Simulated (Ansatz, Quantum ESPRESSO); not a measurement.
# Evanescent states of MgS, rock salt type, lattice constant set to 4.997 Å, part 4 of 4

Aim: how fast states decay in the gap of MgS, rock salt type, lattice constant set to 4.997 Å.

Quantum ESPRESSO 7.5; plane-wave DFT, LDA, PseudoDojo norm-conserving pseudopotentials; cross-check by Ansatz 0.2.0 with PAW datasets.

So far. Step 2 (SCF with pw.x): The run needed 7 iterations to bring the estimated error under 1e-09 Ry. Step 5 (Complex band structure, with ikind = 1): The message: “do_cond (1): different cut-offs on left lead and scattering region”. ikind = 1 needs a scattering region, which this input doesn't give; ikind = 0 solves the crystal alone.

The structure was built from a prototype and need not be the compound's stable phase.

### Step 6. Cross-check with Ansatz

A second code with its own PAW datasets, on the same atoms.

Level of this step: plane-wave DFT, LDA, Ansatz PAW (Ansatz 0.2.0).

File input.yaml:

```yaml
crystal:
  lattice:
    - [3.5334125856, 0.0, 0.0]
    - [0.0, 3.5334125856, 0.0]
    - [0.0, 0.0, 4.997]
  atoms:
    - { symbol: Mg, position: [0.0, 0.0, 0.0] }
    - { symbol: S, position: [0.5, 0.5, 0.0] }
    - { symbol: Mg, position: [0.5, 0.5, 0.5] }
    - { symbol: S, position: [0.0, 0.0, 0.5] }
kpoints:
  mp_grid: { grid: [8, 8, 6] }
hamiltonian:
  xc: lda
scf:
  occupations: { method: fixed }
  convergence: { dr2_threshold: 1.0e-09 }
output:
  transmission:
    leads: [[0, 0]]
    kpoints: [[0, 0], [0.5, 0], [0.5, 0.5], [0.25, 0]]
    e_range: [-1.92, 7.44]
    de: 0.24
```

Launch:

```
$ ansatz run input.yaml --threads 2 --pin off --max-ram 4096MiB --backend cpu --events-out ev --progress --plain --runs-dir out
```

Numbers of over 12 decimals in the logs are rounded to 6 here.

Output:

```text
Engine: ansatz 0.2.0, x86_64-unknown-linux-gnu
Pseudopotentials: kind: paw
Pseudopotential: Mg, paw, valence charge 10, recommended cutoff 420 eV (normal), Mg.paw.azcp
Pseudopotential: S, paw, valence charge 6, recommended cutoff 420 eV (normal), S.paw.azcp
Functional definition: SPW92
  exchange = slater_x
  correlation = pw_c
Crystal: 4 atoms, lattice volume = 62.388 Å³
Basis set: ecut = 420 eV, 1229 PW (Γ)
Bands: 20, of which v1, the nominal top of the filled ones, is band 16 counted from 1 (15 counted from 0)
Symmetry: 32 space group operations
Space group: Fm-3m (ITA 225), of the structure as read, at distance tolerance 4.0e-5 Å
k-points: 60 of 384
Non-local potential: Mg, projectors of the file, l = 0: 3, l = 1: 2, l = 2: 1
Non-local potential: S, projectors of the file, l = 0: 2, l = 1: 2, l = 2: 2
PAW form: soft (Blöchl's): semilocal exchange-correlation on the pseudo side does not see the compensation charge
PAW frozen core: Mg, regenerated for the run's functional, and the local potential with it (the file was generated under x = pbe(κ = 0.804, μ = 0.219515), c = pbe(β = 0.066725))
PAW frozen core: S, regenerated for the run's functional, and the local potential with it (the file was generated under x = pbe(κ = 0.804, μ = 0.219515), c = pbe(β = 0.066725))
PAW one-centre angular grid: Mg, 110 points (default); XC on 64 Gauss nodes
PAW one-centre angular grid: S, 110 points (default); XC on 64 Gauss nodes
Initial density: superposition of atomic densities (neutral atoms: chi_scale 0, normalization atom), corrected by the library's trained network
Initial wavefunctions: pseudopotential atomic-orbital guess
Functional: x = slater, c = lda
SCF iter   1: F=—  HF=-5548.258974 eV  |F-HF|=—  |Δ(HF+E_count)|=         —  Δρ=7.38e-3  dr2=1.82e-2  ethr=1.77e-3  ⟨swp⟩=4.6  Hψ=5010  notcnv=0  defer=104
preconditioner: auto → none  [insulator: Δε(μ)=2.762 eV  Ē_g=10.622 eV  n_scr=14 (ndim 8)  ℏωp=18.8 eV  f_vac=0.000  ε∞_Penn≈4.1]
SCF iter   2: F=—  HF=-5548.245438 eV  |F-HF|=—  |Δ(HF+E_count)|=   1.35e-2  Δρ=2.95e-3  dr2=2.72e-3  ethr=5.70e-5  ⟨swp⟩=2.9  Hψ=2762  notcnv=0  defer=120
SCF iter   3: F=—  HF=-5548.244044 eV  |F-HF|=—  |Δ(HF+E_count)|=   1.39e-3  Δρ=3.80e-4  dr2=4.76e-5  ethr=8.49e-6  ⟨swp⟩=2.0  Hψ=2261  notcnv=0  defer=120
SCF iter   4: F=—  HF=-5548.244025 eV  |F-HF|=—  |Δ(HF+E_count)|=   1.86e-5  Δρ=7.47e-5  dr2=1.42e-6  ethr=1.49e-7  ⟨swp⟩=2.7  Hψ=2093  notcnv=0  defer=40
SCF iter   5: F=—  HF=-5548.244020 eV  |F-HF|=—  |Δ(HF+E_count)|=   5.38e-6  Δρ=1.25e-5  dr2=1.01e-7  ethr=4.43e-9  ⟨swp⟩=2.0  Hψ=2160  notcnv=0  defer=1
SCF iter   6: F=—  HF=-5548.244020 eV  |F-HF|=—  |Δ(HF+E_count)|=   4.07e-8  Δρ=5.40e-6  dr2=1.45e-8  ethr=3.15e-10  ⟨swp⟩=2.0  Hψ=2160  notcnv=0  defer=1
SCF iter   7: F=-5548.244020 eV  HF=-5548.244020 eV  |F-HF|=4.02e-10  |Δ(HF+E_count)|=   8.02e-9  Δρ=9.18e-7  dr2=3.98e-10  ethr=3.13e-12  ⟨swp⟩=3.5  Hψ=4811  notcnv=0
SCF 1 converged in 7 iterations: F = -5548.244020 eV  dr2 = 3.98e-10
  greatest PAW one-centre occupation: 1.000 electrons in one spin orbital (limit 2), on the Mg atom at site 2 (counted from 0), in its partial waves of l = 1
transmission: 9 of 36 steps passed
transmission: 18 of 36 steps passed
transmission: 27 of 36 steps passed
transmission: 36 of 36 steps passed
SCF converged after 7 iterations
Free energy (F): -5548.244020 eV
Harris-Foulkes:  -5548.244020 eV  (|F-HF|=4.02e-10)
Internal energy: -5548.244020 eV  (E = F + TS)
E sigma→0 (E₀):  -5548.244020 eV
Fermi energy:    7.687941 eV
--- Per-component energies (eV) ---
  E_band       = -621.905131
  E_kinetic    = 378.137633
  E_local      = -3210.794655  (includes V_loc(G=0)·N_el)
  E_nonlocal   = 250.852249
  E_hartree    = 1143.052506
  E_xc         = -256.347187
  E_vxc        = -258.447658  (∫ρ·V_xc dr)
  E_paw        = -1680.090752  (= ΣΔE_a)
  E_vpaw       = -67.757269  (= ΣTr[D̂ρ^β])
  E_aug_tail   = 0.000008  (compensation charges beyond the density's cutoff)
  E_ewald      = -2173.661175
  E_core_change = 0.607354  (= ΣΔE_core)
  E_smearing   = -0.000000  (= −TS)
  E_closure    = 0.000000  (closes the sum)
  Σ components = -5548.244020   (vs F -5548.244020, Δ=0.00e0)
--- Band table (eV; the first three rows and the last of 60) ---
  k-point 0: bands = [... 12 lower, 5.6945, 7.6879, 7.6879, 7.6879, 10.4908, 11.5202, 12.1931, 15.3708]
  k-point 1: bands = [... 12 lower, 5.7925, 7.1367, 7.4954, 7.4954, 10.7951, 11.6719, 12.7995, 14.8342]
  k-point 2: bands = [... 12 lower, 6.0771, 6.0771, 7.0360, 7.0360, 11.6633, 12.1226, 13.7372, 13.8136]
  k-point 59: bands = [... 12 lower, 3.8606, 3.8606, 4.9121, 4.9121, 13.2234, 13.2234, 15.6510, 15.6510]
--- Transmission ---
  basis      : 109 plane waves across, 9 finite elements along
  points     : 4, as listed
  energies   : 40 from -1.920000 to 7.440000 eV about the Fermi level, 0.240000 eV apart; the leads are filled to 1.401448 eV, and channels, transmission and decay are at 1.440000 eV
  crystal 0  : Mg2S2, at the sites [0, 0], period 4.9970 Å: whole cells are its period
    offset         : up to 0.0000 Å between an atom of the period and one for which it stands
    channels       : 0.000000e0 a spin
    conductance    : none, the energies end too early or step too widely for 300 K: set another output.transmission.e_range or a lower de, or, where they end at an eighth of basis.ecutwfc, a higher one
    slowest decay  : 0.2523 /Å at (0.0000, 0.0000)
```

Run time: 5.5 s. Hardware: 2 threads of AMD EPYC 9R45 (Zen 5), shared host; peak memory 0.42 GiB.

Read from the output:

* free energy: -5548.2440 eV
* gap by band count: 2.803 eV
* symmetry operations: 32
* slowest decay at the grid energy nearest mid-gap: 0.2523 Å⁻¹
* peak of the smallest κ at the zone centre: 0.2673 Å⁻¹
* peak of the smallest κ at (1/2, 0): 0.3319 Å⁻¹
* peak of the smallest κ at (1/4, 0): 0.3592 Å⁻¹
* valence top, on the run's zero: 7.688 eV

K across = (0, 0) in the cell's reciprocal vectors; values within 0.0025 1/Å of each other count once, columns are sorted by size at each energy, a dash where no further value was kept. Im kz of the slowest decaying states against energy, zero at the highest filled level of the SCF mesh:

```tsv
energy (eV)	decay 1 (Å⁻¹)	decay 2 (Å⁻¹)	decay 3 (Å⁻¹)
-1.92	0.768	1.26	-
-1.68	0.750	1.23	-
-1.20	0.712	1.18	-
-0.96	0.692	1.15	-
-0.72	0.672	1.12	-
-0.24	0.628	1.06	-
0.00	0.00351	0.605	1.03
0.24	0.124	0.218	0.580
0.72	0.201	0.351	0.527
0.96	0.223	0.391	0.497
1.20	0.240	0.422	0.465
1.68	0.261	0.393	0.466
1.92	0.265	0.349	0.481
2.16	0.267	0.299	0.493
2.64	0.152	0.262	0.508
2.88	0.255	0.512	0.521
3.36	0.230	0.368	0.514
3.60	0.212	0.258	0.512
3.84	0.187	0.508	1.39
4.32	0.105	0.496	1.34
4.56	0.487	1.32	1.48
4.80	0.476	1.29	1.46
5.28	0.450	1.24	1.44
5.52	0.434	1.21	1.42
5.76	0.415	1.18	1.41
6.24	0.0684	0.370	1.12
6.48	0.0968	0.343	1.09
6.72	0.111	0.311	1.05
7.20	0.115	0.226	0.985
7.44	0.106	0.162	0.948
```

K across = (0, 0) in the cell's reciprocal vectors. Table of Re kz of states that move upwards by energy, zero at the highest filled level of the SCF mesh:

```tsv
energy (eV)	channel 1 (Å⁻¹)	channel 2 (Å⁻¹)	channel 3 (Å⁻¹)
-1.92	-0.461	0.181	0.181
-1.44	-0.378	0.508	0.508
-0.96	-0.542	-0.542	-0.291
-0.48	-0.348	-0.348	-0.194
-0.24	-0.236	-0.236	-0.133
0.00	-	-	-
0.24	-	-	-
0.72	-	-	-
1.20	-	-	-
1.68	-	-	-
2.16	-	-	-
2.64	-	-	-
2.88	0.105	-	-
3.36	0.285	-	-
3.84	0.0478	0.393	-
4.32	0.377	0.481	-
4.80	0.141	0.533	0.560
5.28	-0.623	-0.601	0.242
5.76	-0.542	-0.495	0.334
6.00	-0.484	-0.445	0.396
6.48	-0.348	-	-
6.96	-0.250	-	-
7.44	-0.135	-	-
```

K across = (1/2, 0) in the cell's reciprocal vectors; values within 0.0025 1/Å of each other count once, columns are sorted by size at each energy, a dash where no further value was kept. Table of Im kz of the slowest decaying states by energy, zero at the highest filled level of the SCF mesh:

```tsv
energy (eV)	decay 1 (Å⁻¹)	decay 2 (Å⁻¹)	decay 3 (Å⁻¹)
-1.92	1.01	1.29	-
-1.68	0.943	1.27	-
-1.44	0.860	1.24	-
-1.20	0.750	1.22	-
-0.96	0.562	1.20	-
-0.72	0.0502	0.278	1.17
-0.48	0.150	0.609	1.15
-0.24	0.200	0.707	1.13
0.00	0.236	0.759	1.10
0.24	0.263	0.790	1.08
0.72	0.300	0.821	1.03
0.96	0.313	0.827	1.00
1.20	0.322	0.829	0.976
1.44	0.328	0.827	0.949
1.68	0.331	0.822	0.922
1.92	0.332	0.815	0.894
2.16	0.330	0.806	0.866
2.40	0.325	0.795	0.837
2.64	0.318	0.782	0.808
2.88	0.307	0.767	0.777
3.12	0.293	0.745	0.751
3.36	0.275	0.713	0.733
3.60	0.253	0.678	0.713
3.84	0.224	0.642	0.692
4.08	0.186	0.604	0.669
4.32	0.131	0.562	0.644
4.56	0.517	0.617	-
4.80	0.467	0.588	-
5.28	0.333	0.522	-
5.52	0.218	0.483	-
5.76	0.116	0.440	-
6.00	0.140	0.391	-
6.24	0.123	0.333	-
6.48	0.0581	0.260	-
6.72	0.149	-	-
6.96	0.128	-	-
7.20	0.199	-	-
7.44	0.236	1.50	-
```

K across = (1/2, 1/2) in the cell's reciprocal vectors; values within 0.0025 1/Å of each other count once, columns are sorted by size at each energy, a dash where no further value was kept. Table of Im kz of the slowest decaying states by energy, zero at the highest filled level of the SCF mesh:

```tsv
energy (eV)	decay 1 (Å⁻¹)	decay 2 (Å⁻¹)
-1.92	0.0901	0.107
-1.44	0.229	0.256
-0.96	0.290	0.310
-0.48	0.324	0.334
-0.24	0.335	0.339
0.00	0.340	-
0.24	0.339	0.346
0.72	0.326	0.348
1.20	0.302	0.340
1.68	0.265	0.324
2.16	0.209	0.298
2.64	0.109	0.261
2.88	0.238	-
3.36	0.173	-
3.84	-	-
4.32	-	-
4.80	-	-
5.28	-	-
5.76	0.0803	-
6.00	0.109	-
6.48	0.136	-
6.96	0.141	-
7.44	0.130	-
```

K across = (1/4, 0) in the cell's reciprocal vectors; values within 0.0025 1/Å of each other count once, columns are sorted by size at each energy, a dash where no further value was kept. Im kz of the slowest decaying states against energy, zero at the highest filled level of the SCF mesh:

```tsv
energy (eV)	decay 1 (Å⁻¹)	decay 2 (Å⁻¹)	decay 3 (Å⁻¹)
-1.92	0.102	0.381	1.03
-1.68	0.128	0.152	1.01
-1.20	0.120	0.958	-
-0.96	0.0684	0.932	-
-0.72	0.906	1.48	-
-0.24	0.134	0.853	1.43
0.00	0.200	0.222	0.826
0.24	0.242	0.345	0.799
0.72	0.298	0.484	0.742
0.96	0.317	0.531	0.712
1.20	0.332	0.571	0.681
1.68	0.351	0.616	0.635
1.92	0.357	0.582	0.663
2.16	0.359	0.544	0.690
2.64	0.357	0.462	0.752
2.88	0.352	0.414	0.807
3.36	0.294	0.334	0.826
3.60	0.207	0.321	0.809
3.84	0.305	0.791	1.00
4.32	0.258	0.750	0.926
4.56	0.225	0.728	0.885
4.80	0.180	0.704	0.841
5.28	0.651	0.743	0.962
5.52	0.101	0.622	0.687
5.76	0.132	0.590	0.625
6.24	0.0632	0.132	0.465
6.48	0.0768	0.101	0.342
6.72	0.0706	0.431	0.773
7.20	0.219	0.314	0.697
7.44	0.232	0.654	-
```

### Step 7. The arithmetic

T falls as exp(−2κd). With κ = 0.250 1/Å, 10 Å of barrier pass exp(−2 × 0.250 × 10) = 0.0067 of that channel, interfaces aside.

### Step 8. Summary of results

| Property | Result |
| --- | --- |
| gap on the SCF mesh | 2.81 eV |
| smallest κ at mid-gap among the four k points, at the zone centre | 0.250 Å⁻¹ |
| peak of the smallest κ in the stop band at the zone centre | 0.267 Å⁻¹ |
| peak of the smallest κ in the stop band at (1/2, 0) | 0.331 Å⁻¹ |
| peak of the smallest κ in the stop band at (1/4, 0) | 0.359 Å⁻¹ |
| energy of the peak at the zone centre, over the highest filled level | 2.16 eV |
| peak at the zone centre by Ansatz | 0.267 Å⁻¹ |

In words: With a gap of 2.81 eV on the mesh, the smallest κ at mid-gap among the four k points, at the zone centre is 0.250 Å⁻¹ (LDA, PseudoDojo norm-conserving). For a barrier with the Fermi level at mid-gap the slowest state found, at the zone centre, loses a factor of ten in probability every 4.6 Å or so. Stop bands away from the zone centre are mostly wider than the gap, so their peaks can lie above the conduction bottom. At the zone centre pwcond's peak is 0.267 and Ansatz's 0.267 1/Å, 0 % apart. The cell is the a/√2 one, turned by 45°, with two primitive cells, so X along [001] folds onto kz = 0. A semilocal gap is too small, often by a third to a half and by more in narrow-gap crystals, so real barriers decay faster.

[Logs are printed without paths, hosts, clocks, repeated set-up lines and the standing remarks that a program may print on its own settings, such as how far it seeks lower states.]

[Hosts, paths, dates, database ids (printed as entryN), source tags and the programs' standing remarks are cut or masked in the printed files.]

[Maps of the electrostatic potential energy from Ansatz leave out the sawtooth potential of an applied field or a dipole correction, so their vacuum need not be flat; planar profiles and work functions include it.]
